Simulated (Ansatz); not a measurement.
An input for Ansatz 0.2.0 (BiB4Sb3 (ordered alloy, started on the zincblende lattice) (R3m)):

```yaml
crystal:
  lattice:
    - [1.8851469111, 1.0883900766, 12.3133977161]
    - [-1.8851469111, 1.0883900766, 12.3133977161]
    - [0.0, -2.1767801532, 12.3133977161]
  atoms:
    - { symbol: Sb, position: [0.0011043835, 0.0011043835, 0.0011043835] }
    - { symbol: B, position: [0.6880629889, 0.6880629889, 0.6880629889] }
    - { symbol: Sb, position: [0.7499044878, 0.7499044878, 0.7499044878] }
    - { symbol: B, position: [0.43682708, 0.43682708, 0.43682708] }
    - { symbol: Sb, position: [0.4987666943, 0.4987666943, 0.4987666943] }
    - { symbol: B, position: [0.1853083605, 0.1853083605, 0.1853083605] }
    - { symbol: Bi, position: [0.2502337588, 0.2502337588, 0.2502337588] }
    - { symbol: B, position: [0.9397922462, 0.9397922462, 0.9397922462] }
kpoints:
  mp_grid: { grid: [4, 4, 4] }
  band_path:
    path:
      - [0.0, 0.0, 0.0]
      - [-0.5, -0.5, -0.5]
      - [-0.5, -0.171875, -0.828125]
      - [-0.171875, 0.171875, -0.5]
      - [0.0, 0.0, -0.5]
      - [0.0, 0.3359375, -0.3359375]
      - [-0.3359375, 0.0, -0.6640625]
      - [-0.5, 0.0, -0.5]
    npoints: 1
hamiltonian:
  xc: hse06
scf:
  occupations: { method: fixed }
  n_extra_bands: 6
output:
  eigenvalues: true
```

```sh
ansatz run input.yaml --threads 8 --pin off --max-ram 13824MiB --backend cpu --events-out ev --progress --plain --runs-dir out
```

**Question.** How long will it take on 8 threads of Arm Neoverse V1, shared host, and how much memory?

It took 85 s; on shared hardware allow 43 s to 2.8 min. Peak host memory was 3.4 GiB. The sizes that set the cost: 2981 plane waves a state, 13 irreducible k points and 18 SCF cycles.

Exact exchange couples every pair of k points and filled bands, so it costs far more than a semilocal run.

[Paths, hosts, dates, memory and timing lines, banners, echoed tables and standing remarks are left out of the program output.]

[Logs are printed without paths, hosts, clocks, repeated set-up lines and the standing remarks that a program may print on its own settings, such as how far it seeks lower states.]

[Runs of the session that timed out or met a known fault of the program may be left out.]

[Cells called generated may have been cut or substituted from an entry of the Crystallography Open Database or the Materials Project.]

[Hosts, paths, dates, database ids (printed as entryN), source tags and the programs' standing remarks are cut or masked in the printed files.]
